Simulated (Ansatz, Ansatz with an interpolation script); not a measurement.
# Ga2O3 (C2/m): quasiparticle bands by Wannier interpolation

G0W0 gives levels on a mesh alone; what do the bands of Ga2O3 (C2/m) look like between the points?

Program: Ansatz 0.2.0. Level of theory: LDA, Wannier functions and G0W0, plane waves, PAW. Results are calculated unless marked as measured.

**Experimental background.**

- Gap 5.135 eV: direct optical gap from Tauc plot, annealed film; UV-Vis absorption, Tauc plot; 300 K; film (RF sputtered on (0001) sapphire, annealed in air at 800 C, about 123 nm thick) (“High-Performance Deep Ultraviolet Photodetector Based on NiO/β-Ga2O3 Heterojunction”, 2020, pmc:7036083).

- Gap 4.5 eV: optical absorption edge from ellipsometry; spectroscopic ellipsometry; film (oxidised 75 nm GaSe layer, annealed at 800 C in oxygen) on Al2O3 (“Thin Ga2O3 Layers by Thermal Oxidation of van der Waals GaSe Nanostructures for Ultraviolet Photon Sensing”, 2024, pmc:11320379).

- Gap 4.88 eV: optical direct gap from Tauc plot; optical transmission, Tauc plot; film (as-deposited 50 nm PLD film, (-201) oriented) on c-plane sapphire (“beta-phase (AlxGa1-x)2O3 thin film with Al composition more than 70%”, 2020, arxiv:2005.05799).

- Gap 4.98 eV: direct optical gap from Tauc plot, film annealed at 900 C; UV-Vis transmission and reflection, Tauc plot; film (80 nm PE-ALD film on sapphire, annealed in O2 at 900 C for 15 min) on sapphire (“Investigation of Ga2O3-Based Deep Ultraviolet Photodetectors Using Plasma-Enhanced Atomic Layer Deposition System”, 2020, pmc:7662978).

- Gap 4.65 eV: direct optical gap from Tauc extrapolation, as-deposited; optical transmittance, Tauc plot; film (polycrystalline sputtered film, about 164 nm, on sapphire, not annealed) on Al2O3 (0006) (“Effects of Post Annealing on Electrical Performance of Polycrystalline Ga2O3 Photodetector on Sapphire”, 2020, pmc:7206477).

This is a selection; 6 further reports are not listed.

Most raw output is cut from this account.

### Step 1. The starting structure

It takes space group C2/m (No. 12, monoclinic). Conventional cell: a = 12.214 Å, b = 3.037 Å, c = 5.798 Å, α = 90.00°, β = 103.83°, γ = 90.00°. Nearest to Ga lie 4 O at 1.83 to 1.86 Å. Nearest to Ga lie 6 O at 1.94 to 2.07 Å. Nearest to O lie 3 Ga at 1.83 to 1.94 Å. Nearest to O lie 4 Ga at 1.86 to 2.07 Å. Nearest to O lie 3 Ga at 1.83 to 1.94 Å. Farther neighbours and most contacts between anions are not listed.

The cell and positions come from the Crystallography Open Database and are kept as given unless a step says otherwise.

### Step 2. LDA bands

Levels along a band path, at the cheap level, show where the edges lie and whether the meshes to come will hold them.

This step: DFT, LDA, plane waves, PAW; PAW set soft_1.

File input.yaml:

```yaml
crystal:
  lattice:
    - [6.107, -1.51855, 0.0]
    - [6.107, 1.51855, 0.0]
    - [-1.3859889, 0.0, 5.63000874]
  atoms:
    - { symbol: Ga, position: [0.0905, 0.0905, 0.7946] }
    - { symbol: Ga, position: [0.9095, 0.9095, 0.2054] }
    - { symbol: Ga, position: [0.65866, 0.65866, 0.31402] }
    - { symbol: Ga, position: [0.34134, 0.34134, 0.68598] }
    - { symbol: O, position: [0.1645, 0.1645, 0.1098] }
    - { symbol: O, position: [0.8355, 0.8355, 0.8902] }
    - { symbol: O, position: [0.1733, 0.1733, 0.5632] }
    - { symbol: O, position: [0.8267, 0.8267, 0.4368] }
    - { symbol: O, position: [0.4959, 0.4959, 0.2566] }
    - { symbol: O, position: [0.5041, 0.5041, 0.7434] }
kpoints:
  mp_grid: { grid: [4, 4, 2] }
  band_path:
    path:
      - [[0.0, 0.0, 0.0], [-0.2663944, 0.2663944, 0.0]]
      - [[-0.7336056, -0.2663944, 0.0], [-0.5, -0.5, 0.0], [0.0, 0.0, 0.0], [-0.5, -0.5, 0.5], [-0.74186107, -0.25813893, 0.5]]
      - [[-0.25813893, 0.25813893, 0.5], [0.0, 0.0, 0.5], [0.0, 0.0, 0.0]]
      - [[-0.5, 0.0, 0.5], [0.0, 0.0, 0.0], [-0.5, 0.0, 0.0]]
    npoints: 10
hamiltonian:
  xc: lda
  pseudopotentials: { kind: paw, azcp: { folder: soft_1 }, xc_functional: pbe }
scf:
  occupations: { method: fermi_dirac, width: 0.02 }
  n_extra_bands: 55
output:
  eigenvalues: true
  fatbands: true
  write_density: true
  write_potential: true
  elf: true
  volumetric_format: npy
```

On the command line:

```console
> ansatz run input.yaml --threads 3 --pin off --max-ram 92160MiB --backend cuda --events-out ev --progress --plain --runs-dir out --devices 1 --max-vram 13GiB
```

Elapsed: 9.4 s, on 1 × NVIDIA H100 80GB HBM3 (shared by 6 runs) with 3 threads of AMD EPYC 7R13 (Zen 3), shared host; peak memory 0.99 GiB.

Numbers from this step:

| Quantity | Value |
| --- | --- |
| filled bands | 44 |
| gap | 2.319 eV |
| valence top at | k = (-0.548, -0.452, 0.500) |
| conduction bottom at | Γ |
| least direct gap | 2.350 eV |

The gap is indirect, with the least direct gap 0.03 eV higher.

Electronic bands along the path, in eV, zero at the top of the highest nominally filled band:

| point | band 41 | band 42 | band 43 | band 44 | band 45 | band 46 | band 47 | band 48 |
| --- | --- | --- | --- | --- | --- | --- | --- | --- |
| Γ | -0.68 | -0.49 | -0.30 | -0.03 | 2.32 | 5.55 | 6.53 | 6.61 |
| halfway | -1.10 | -0.73 | -0.64 | -0.05 | 4.79 | 6.18 | 6.88 | 7.72 |
| C | -0.87 | -0.78 | -0.50 | -0.13 | 5.59 | 6.31 | 6.80 | 6.93 |
| jump to C2 | -0.87 | -0.78 | -0.50 | -0.13 | 5.59 | 6.31 | 6.80 | 6.93 |
| halfway | -0.87 | -0.61 | -0.48 | -0.11 | 5.25 | 5.34 | 6.56 | 7.19 |
| Y2 | -0.69 | -0.69 | -0.44 | -0.17 | 4.46 | 4.72 | 5.61 | 6.44 |
| halfway | -0.71 | -0.68 | -0.60 | -0.09 | 3.18 | 5.36 | 6.09 | 6.57 |
| Γ | -0.68 | -0.49 | -0.30 | -0.03 | 2.32 | 5.55 | 6.53 | 6.61 |
| halfway | -0.71 | -0.63 | -0.55 | -0.09 | 3.54 | 5.52 | 6.33 | 6.64 |
| M2 | -0.67 | -0.63 | -0.62 | -0.02 | 5.08 | 5.20 | 6.13 | 6.40 |
| halfway | -0.91 | -0.85 | -0.67 | -0.14 | 6.18 | 6.26 | 7.02 | 7.30 |
| D | -1.17 | -0.92 | -0.89 | -0.65 | 6.76 | 6.83 | 7.50 | 7.90 |
| jump to D2 | -1.17 | -0.92 | -0.89 | -0.65 | 6.76 | 6.83 | 7.50 | 7.90 |
| halfway | -1.13 | -0.85 | -0.43 | -0.42 | 5.74 | 5.88 | 7.76 | 7.97 |
| A | -0.68 | -0.65 | -0.52 | -0.32 | 4.68 | 4.80 | 6.59 | 7.04 |
| halfway | -0.66 | -0.59 | -0.49 | -0.28 | 3.25 | 5.73 | 6.37 | 6.75 |
| Γ | -0.68 | -0.49 | -0.30 | -0.03 | 2.32 | 5.55 | 6.53 | 6.61 |
| jump to L2 | -1.15 | -1.08 | -0.77 | -0.67 | 6.74 | 6.77 | 7.67 | 7.86 |
| halfway | -1.06 | -0.86 | -0.44 | -0.31 | 5.04 | 6.35 | 7.20 | 7.81 |
| Γ | -0.68 | -0.49 | -0.30 | -0.03 | 2.32 | 5.55 | 6.53 | 6.61 |
| halfway | -1.08 | -0.77 | -0.54 | -0.05 | 4.64 | 6.14 | 6.80 | 7.81 |
| V2 | -0.79 | -0.75 | -0.48 | -0.13 | 5.46 | 6.37 | 7.08 | 7.30 |

Electrostatic potential energy in the ac plane of the conventional cell at fractional y = 0.000, with atoms of Ga and O within 0.2 Å of it. With pseudopotentials it is smooth inside the atoms' cores, unlike the true potential.

Values in eV, 9 rows by 16 columns, each cell a mean:
```
  8   5   3  12  14  11  11  14  13  12  12  14   5 -28   0  13
  6  37  11  10   8   6   3  -1 -18   8  11  14   2 -20   8  12
  4  21   1   6   7  37  12 -16 -22   9  12  14  12  10  12  11
  8   5 -22 -18   4  20   5   8  10  13  12  12  12   7  12  12
 12  11 -17  -3   8   6  12  15  15  12   4   4  -2 -26   5  12
 11  13  11  12  13  13  13   7  -1   5  27  11  -8 -22   1   4
 10  12   8   9  14  12  10 -20 -23   4  34   9  10   4  28  12
 11  11 -23  -9  14  12  10  -5   1   6   3   8  12   5  33   8
 12   7 -23   2  15  13  12  14  14  12  12  14  13   1   2   8
```
Columns run along a (12.2 Å; values clipped at the 3rd and 97th percentile), rows up along c (5.8 Å), edges of the conventional cell, whose origin can differ from the input's. Atoms in or near the plane, at fractional coordinates: Ga at (0.09, 0.79), Ga at (0.91, 0.21), Ga at (0.66, 0.31), Ga at (0.34, 0.69), O at (0.16, 0.11), O at (0.84, 0.89), O at (0.17, 0.56), O at (0.83, 0.44), O at (0.50, 0.26), O at (0.50, 0.74).

Valence density in the ac plane of the conventional cell at fractional y = 0.000, with atoms of Ga and O within 0.2 Å of it. It is the smooth field of the valence electrons, not physical close to the nuclei.

Values in e/Å³, 9 rows by 16 columns, each cell a mean:
```
 0  1  1  0  0  0  0  0  0  0  0  0  1  5  1  0
 1 22  2  0  0  1  1  1  3  0  0  0  1  4  1  0
 1  7  1  1  1 23  3  3  5  0  0  0  0  0  0  0
 0  0  4  3  1  6  1  1  1  0  0  0  0  1  0  0
 0  0  3  2  0  0  0  0  0  0  0  0  1  5  1  0
 0  0  0  0  0  0  0  1  1  1 12  3  2  4  1  0
 0  0  1  0  0  0  0  4  5  1 16  2  0  1 12  3
 0  0  5  2  0  0  0  2  1  0  0  0  0  1 15  2
 0  1  4  1  0  0  0  0  0  0  0  0  0  1  1  0
```
Columns run along a (12.2 Å), rows up along c (5.8 Å), edges of the conventional cell, whose origin can differ from the input's. Atoms in or near the plane, at fractional coordinates: Ga at (0.09, 0.79), Ga at (0.91, 0.21), Ga at (0.66, 0.31), Ga at (0.34, 0.69), O at (0.16, 0.11), O at (0.84, 0.89), O at (0.17, 0.56), O at (0.83, 0.44), O at (0.50, 0.26), O at (0.50, 0.74).

### Step 3. Wannier functions (Ga:4s Ga:4p O:2p) on 8×8×4

Localised functions give a small Hamiltonian that interpolates between mesh points at no cost.

This step: maximally localised Wannier functions, LDA, plane waves, PAW; PAW set soft_1.

input.yaml, the sections that differ from step 2:

```yaml
kpoints:
  mp_grid: { grid: [4, 4, 2] }
scf:
  occupations: { method: fixed }
  n_extra_bands: 55
output:
  wannier:
    kmesh: [8, 8, 4]
    projections:
      - { species: Ga, l: s, shell: 4 }
      - { species: Ga, l: p, shell: 4 }
      - { species: O, l: p, shell: 2 }
    minimise: true
    write_hr: true
    seedname: w
    conv_tol: 1.0e-06
    max_iter: 20000
    stability_check: false
    disentanglement:
      window: [0.52, 24.54]
      frozen_window: [0.52, 14.13]
      conv_tol: 1.0e-08
# crystal, hamiltonian: as in step 2
```

It took 29 s on 1 × NVIDIA H100 80GB HBM3 (shared by 6 runs) with 3 threads; peak memory 1.5 GiB.

w.win, one line in 2:

```text
! ansatz wannier90 interface
! states of the run's bands (counted from 1): 1-65
num_wann  = 34
conv_tol = 1e-6
dis_win_min = 0.52
dis_froz_min = 0.52
dis_num_iter = 10000
guiding_centres = true
write_hr = true
begin unit_cell_cart
                    6.107                 -1.51855                      0.0
               -1.3859889                      0.0               5.63000874

Ga                    0.0905                   0.0905                   0.7946
Ga                   0.65866                  0.65866                  0.31402
O                     0.1645                   0.1645                   0.1098
O                     0.1733                   0.1733                   0.5632
O                     0.4959                   0.4959                   0.2566
end atoms_frac
mp_grid = 8 8 4
```

This step gave:

| Property | Result |
| --- | --- |
| gauge-invariant spread | 38.93 Å² |
| diagonal spread | 0.09636 Å² |
| off-diagonal spread | 5.668 Å² |
| total spread | 44.70 Å² |
| least projectability | 0.3174 |
| localisation steps | 163 |
| disentanglement steps | 336 |
| r.m.s. interpolation error | 6.13e-4 eV |
| r.m.s. error near the gap | 7.24e-4 eV |

Near the gap the model misses directly solved bands by 0.7 meV r.m.s. and by 13 meV at most in the window tested. This tests the starting bands, not the corrections carried with them.

Wannier functions, by row:

| function | x (Å) | y (Å) | z (Å) | spread (Å²) | nearest atom | distance (Å) |
| --- | --- | --- | --- | --- | --- | --- |
| 1 | -0.729 | 0 | 5.037 | 1.775 | Ga1 | 0.924 |
| 2 | 11.56 | 0 | 0.593 | 1.775 | Ga2 | 0.924 |
| 3 | 7.283 | 0 | 2.365 | 1.681 | Ga3 | 0.68 |
| 4 | 3.545 | 0 | 3.265 | 1.681 | Ga4 | 0.68 |
| 5 | -0.266 | 0 | 3.596 | 1.718 | Ga1 | 0.918 |
| 6 | 0.71 | 0 | 4.632 | 1.821 | Ga1 | 0.724 |
| 7 | 0.427 | 0 | 4.576 | 2.615 | Ga1 | 0.435 |
| 8 | 11.09 | 0 | 2.034 | 1.718 | Ga2 | 0.918 |
| 9 | 10.12 | 0 | 0.998 | 1.821 | Ga2 | 0.724 |
| 10 | 10.4 | 0 | 1.054 | 2.615 | Ga2 | 0.435 |
| 11 | 7.229 | 0 | 1.042 | 1.81 | Ga3 | 0.82 |
| 12 | 8.303 | 0 | 1.546 | 1.819 | Ga3 | 0.728 |
| 13 | 7.391 | 0 | 1.796 | 2.575 | Ga3 | 0.22 |
| 14 | 3.599 | 0 | 4.588 | 1.81 | Ga4 | 0.82 |
| 15 | 2.525 | 0 | 4.084 | 1.819 | Ga4 | 0.728 |
| 16 | 3.437 | 0 | 3.835 | 2.575 | Ga4 | 0.22 |
| 17 | 1.828 | 0 | 0.6 | 0.802 | O5 | 0.035 |
| 18 | 1.902 | 0 | 0.621 | 0.68 | O5 | 0.045 |
| 19 | 1.843 | 0 | 0.623 | 0.677 | O5 | 0.014 |
| 20 | 9 | 0 | 5.03 | 0.802 | O6 | 0.035 |
| 21 | 8.926 | 0 | 5.009 | 0.68 | O6 | 0.045 |
| 22 | 8.985 | 0 | 5.007 | 0.677 | O6 | 0.014 |
| 23 | 1.323 | 0 | 3.167 | 0.73 | O7 | 0.014 |
| 24 | 1.342 | 0 | 3.183 | 0.751 | O7 | 0.014 |
| 25 | 1.346 | 0 | 3.181 | 0.683 | O7 | 0.014 |
| 26 | 9.505 | 0 | 2.463 | 0.73 | O8 | 0.014 |
| 27 | 9.486 | 0 | 2.447 | 0.751 | O8 | 0.014 |
| 28 | 9.482 | 0 | 2.449 | 0.683 | O8 | 0.014 |
| 29 | 5.698 | 0 | 1.46 | 0.687 | O9 | 0.016 |
| 30 | 5.715 | 0 | 1.437 | 0.764 | O9 | 0.016 |
| 31 | 5.664 | 0 | 1.432 | 0.761 | O9 | 0.039 |
| 32 | 5.13 | 0 | 4.17 | 0.687 | O10 | 0.016 |
| 33 | 5.113 | 0 | 4.193 | 0.764 | O10 | 0.016 |
| 34 | 5.164 | 0 | 4.198 | 0.761 | O10 | 0.039 |

Frozen up to 6.32 eV; above it the model need not follow the bands. Electronic bands along the path, in eV, zero at the valence-band top:

| point | band 41 | band 42 | band 43 | band 44 | band 45 | band 46 | band 47 | band 48 |
| --- | --- | --- | --- | --- | --- | --- | --- | --- |
| Γ | -0.68 | -0.49 | -0.30 | -0.03 | 2.32 | 5.55 | 6.56 | 6.68 |
| halfway | -1.10 | -0.73 | -0.64 | -0.05 | 4.79 | 6.18 | 6.92 | 7.77 |
| C | -0.88 | -0.78 | -0.50 | -0.13 | 5.59 | 6.32 | 6.86 | 6.98 |
| jump to C2 | -0.88 | -0.78 | -0.50 | -0.13 | 5.59 | 6.32 | 6.86 | 6.98 |
| halfway | -0.87 | -0.61 | -0.48 | -0.11 | 5.25 | 5.34 | 6.57 | 7.21 |
| Y2 | -0.69 | -0.69 | -0.44 | -0.17 | 4.46 | 4.72 | 5.61 | 6.47 |
| halfway | -0.71 | -0.68 | -0.60 | -0.09 | 3.18 | 5.36 | 6.09 | 6.60 |
| Γ | -0.68 | -0.49 | -0.30 | -0.03 | 2.32 | 5.55 | 6.56 | 6.68 |
| halfway | -0.71 | -0.63 | -0.55 | -0.09 | 3.54 | 5.52 | 6.36 | 6.65 |
| M2 | -0.67 | -0.63 | -0.62 | -0.02 | 5.08 | 5.20 | 6.13 | 6.44 |
| halfway | -0.91 | -0.85 | -0.67 | -0.14 | 6.18 | 6.26 | 7.03 | 7.30 |
| D | -1.17 | -0.92 | -0.89 | -0.65 | 6.83 | 6.93 | 7.53 | 7.92 |
| jump to D2 | -1.17 | -0.92 | -0.89 | -0.65 | 6.83 | 6.93 | 7.53 | 7.92 |
| halfway | -1.13 | -0.85 | -0.43 | -0.42 | 5.74 | 5.88 | 7.77 | 8.05 |
| A | -0.68 | -0.65 | -0.52 | -0.32 | 4.68 | 4.80 | 6.61 | 7.23 |
| halfway | -0.66 | -0.59 | -0.49 | -0.28 | 3.25 | 5.73 | 6.39 | 6.80 |
| Γ | -0.68 | -0.49 | -0.30 | -0.03 | 2.32 | 5.55 | 6.56 | 6.68 |
| jump to L2 | -1.15 | -1.08 | -0.77 | -0.67 | 6.82 | 6.84 | 7.72 | 7.87 |
| halfway | -1.06 | -0.86 | -0.44 | -0.31 | 5.04 | 6.35 | 7.23 | 7.84 |
| Γ | -0.68 | -0.49 | -0.30 | -0.03 | 2.32 | 5.55 | 6.56 | 6.68 |
| halfway | -1.08 | -0.77 | -0.54 | -0.05 | 4.64 | 6.14 | 6.83 | 7.86 |
| V2 | -0.79 | -0.75 | -0.48 | -0.13 | 5.46 | 6.40 | 7.15 | 7.37 |

The same for Kohn-Sham, solved directly:

| point | band 41 | band 42 | band 43 | band 44 | band 45 | band 46 | band 47 | band 48 |
| --- | --- | --- | --- | --- | --- | --- | --- | --- |
| Γ | -0.68 | -0.49 | -0.30 | -0.03 | 2.32 | 5.55 | 6.53 | 6.61 |
| C | -0.87 | -0.78 | -0.50 | -0.13 | 5.59 | 6.31 | 6.80 | 6.93 |
| C2 | -0.87 | -0.78 | -0.50 | -0.13 | 5.59 | 6.31 | 6.80 | 6.93 |
| Y2 | -0.69 | -0.69 | -0.44 | -0.17 | 4.46 | 4.72 | 5.61 | 6.44 |
| Γ | -0.68 | -0.49 | -0.30 | -0.03 | 2.32 | 5.55 | 6.53 | 6.61 |
| M2 | -0.67 | -0.63 | -0.62 | -0.02 | 5.08 | 5.20 | 6.13 | 6.40 |
| D | -1.17 | -0.92 | -0.89 | -0.65 | 6.76 | 6.83 | 7.50 | 7.90 |
| D2 | -1.17 | -0.92 | -0.89 | -0.65 | 6.76 | 6.83 | 7.50 | 7.90 |
| A | -0.68 | -0.65 | -0.52 | -0.32 | 4.68 | 4.80 | 6.59 | 7.04 |
| Γ | -0.68 | -0.49 | -0.30 | -0.03 | 2.32 | 5.55 | 6.53 | 6.61 |
| L2 | -1.15 | -1.08 | -0.77 | -0.67 | 6.74 | 6.77 | 7.67 | 7.86 |
| Γ | -0.68 | -0.49 | -0.30 | -0.03 | 2.32 | 5.55 | 6.53 | 6.61 |
| V2 | -0.79 | -0.75 | -0.48 | -0.13 | 5.46 | 6.37 | 7.08 | 7.30 |

### Step 4. G0W0 at every point of the mesh: 4×4×2 mesh, 479 empty bands, screening to 160 eV, PAW set soft_1 files

Now the one-shot GW correction: screening in the RPA, then the self-energy of the levels asked for.

This step: G0W0 on LDA, plane waves, PAW; PAW set soft_1.

input.yaml, the sections that differ from step 3:

```yaml
scf:
  occupations: { method: fixed }
gw:
  n_empty_bands: 479
  ecut_chi: 160.0
  qp_bands: [v18, c3]
  screening: { model: contour_deformation }
# crystal, kpoints, hamiltonian: as in step 3
# output: removed
```

Elapsed: 52 s, on 1 × NVIDIA H100 80GB HBM3 (shared by 6 runs) with 3 threads; peak memory 1.5 GiB.

Numbers from this step:

- bands summed: 523
- RPA ε∞ on this mesh (eigenvalues): 4.086, 4.304, 4.578
- plane waves in the screening matrix: 473
- q-points in the mesh: 32
- G0W0 gap on the mesh: 4.244 eV
- k of the valence top: -0.5, -0.5, -0.5
- k of the conduction bottom: 0, 0, 0
- starting gap on the mesh: 2.334 eV
- Z at the valence top: 0.7570
- Z at the conduction bottom: 0.8228
- least direct G0W0 gap on the computed points: 4.274 eV

The gap on the mesh goes from 2.33 eV to 4.24 eV, a correction of +1.91 eV. Between the two edge states, bare exchange in place of the xc potential would open the gap by 10.49 eV, and correlation takes back 8.58 eV.

[end of part 1 of 2]

[Paths, hosts, dates, memory and timing lines, banners, echoed tables and standing remarks are left out of the program output.]

[Logs are printed without paths, hosts, clocks, repeated set-up lines and the standing remarks that a program may print on its own settings, such as how far it seeks lower states.]

[Runs of the session that timed out or met a known fault of the program may be left out.]

[Hosts, paths, dates, database ids (printed as entryN), source tags and the programs' standing remarks are cut or masked in the printed files.]
